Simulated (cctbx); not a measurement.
## What is wrong with this refinement?

Cell a = 20.4780 Å, b = 4.0440 Å, c = 9.6910 Å, α = 90.00°, β = 104.46°, γ = 90.00°; space group C2/m (no. 12).

Simulated single-crystal data (cctbx): synchrotron X-rays, λ = 0.6889 Å, to d = 0.84 Å, 95 % of the full sphere, strongest reflection 5000 counts, noise from counting, a 2 % proportional error and a noise floor of 8 counts (s.d.); no absorption.

An anisotropic refinement with weights 1/σ² prints:

```text
Rint 0.038, 224 unique reflections to 1.30 A
cycle     R1     wR2    GooF  max shift (A)
   1  0.0220  0.0455   1.053   0.00493
   2  0.0201  0.0420   0.973   0.00000
final R1 0.0201 wR2 0.0420 GooF 0.973  parameters 44  data/parameter 5.1
atom        x        y        z      Ueq    occ   su(xyz)  su(Uiso or U11)
Te1    0.42904  0.00000  0.84700   0.0124  1.000  0.00026  0.0016
Te2    0.41122  0.50000  0.17696   0.0105  1.000  0.00026  0.0016
Te3    0.32983  0.50000  0.50831   0.0124  1.000  0.00029  0.0018
Te4    0.26113  0.50000  0.84587   0.0120  1.000  0.00024  0.0016
Rh1    0.30057  0.00000  0.67232   0.0125  1.000  0.00034  0.0020
Rb1    0.00000  0.50000  0.50000   0.0155  1.000  0.00000  0.0034
Cr1    0.34029  0.00000  0.01950   0.0185  1.000  0.00056  0.0038
Cr2    0.00000  0.00000  0.00000   0.0131  1.000  0.00000  0.0052
difference map: max 1.03 min -0.93 rms 0.28
Q1    0.1426  0.0000  0.2565    4    1.06  2.21 A from Te3
Q2    0.1046  0.2499  0.7717    8    0.91  1.21 A from Te2
Q3    0.1196  0.2872  0.3246    8    0.86  1.84 A from Rh1
Q4    0.1575  0.0000  0.8034    4    0.80  1.47 A from Te2
Q5    0.0147  0.2191  0.7988    8    0.78  1.72 A from Te2
Q6    0.1953  0.0000  0.3982    4    0.74  1.15 A from Te3
```

Q: Accept it or mend it, and why?

Mend it. The fault: data cut at low resolution. Against the right model at the same level, R1 goes from 0.0296 to 0.0201 and GooF from 0.95 to 0.97. The atoms are right, but there are too few data for the parameters: R1 flatters and the s.u.s grow. Data per parameter fall from 18 to 5.1.

The compound is RbCr3Te8Rh2. The right model at the same level gives:

```text
Rint 0.052, 793 unique reflections to 0.84 A
cycle     R1     wR2    GooF  max shift (A)
   1  0.0303  0.0525   0.959   0.00081
   2  0.0296  0.0517   0.946   0.00000
final R1 0.0296 wR2 0.0517 GooF 0.946  parameters 44  data/parameter 18.0
atom        x        y        z      Ueq    occ   su(xyz)  su(Uiso or U11)
Te1    0.42908  0.00000  0.84677   0.0121  1.000  0.00011  0.0005
Te2    0.41128  0.50000  0.17709   0.0106  1.000  0.00010  0.0005
Te3    0.32966  0.50000  0.50859   0.0126  1.000  0.00011  0.0005
Te4    0.26096  0.50000  0.84562   0.0112  1.000  0.00011  0.0005
Rh1    0.30059  0.00000  0.67281   0.0128  1.000  0.00014  0.0006
Rb1    0.00000  0.50000  0.50000   0.0135  1.000  0.00000  0.0010
Cr1    0.34044  0.00000  0.01957   0.0190  1.000  0.00029  0.0014
Cr2    0.00000  0.00000  0.00000   0.0136  1.000  0.00000  0.0018
difference map: max 2.08 min -2.57 rms 0.56
Q1    0.1186  0.0000  0.1490    4    2.08  2.25 A from Te1
Q2    0.0460  0.5000  0.1034    4    2.04  0.61 A from Te1
Q3    0.0446  0.5000  0.3033    4    1.84  1.67 A from Te1
Q4    0.2096  0.0000  0.3821    4    1.84  1.48 A from Te3
Q5    0.1182  0.1769  0.2827    8    1.81  1.90 A from Te1
Q6    0.0060  0.2215  0.2469    8    1.80  2.09 A from Te2
```

Isotropic U is held between 0.0001 and 1 Å² by the program, and listed peak heights are interpolated, so they can pass the grid's maximum.

The model is made up (kin elements in a known structure type, no relaxation), so it says nothing on whether the phase exists.

[Middle refinement cycles are left out of these outputs.]

[Logs are printed without paths, hosts, clocks, repeated set-up lines and the standing remarks that a program may print on its own settings, such as how far it seeks lower states.]
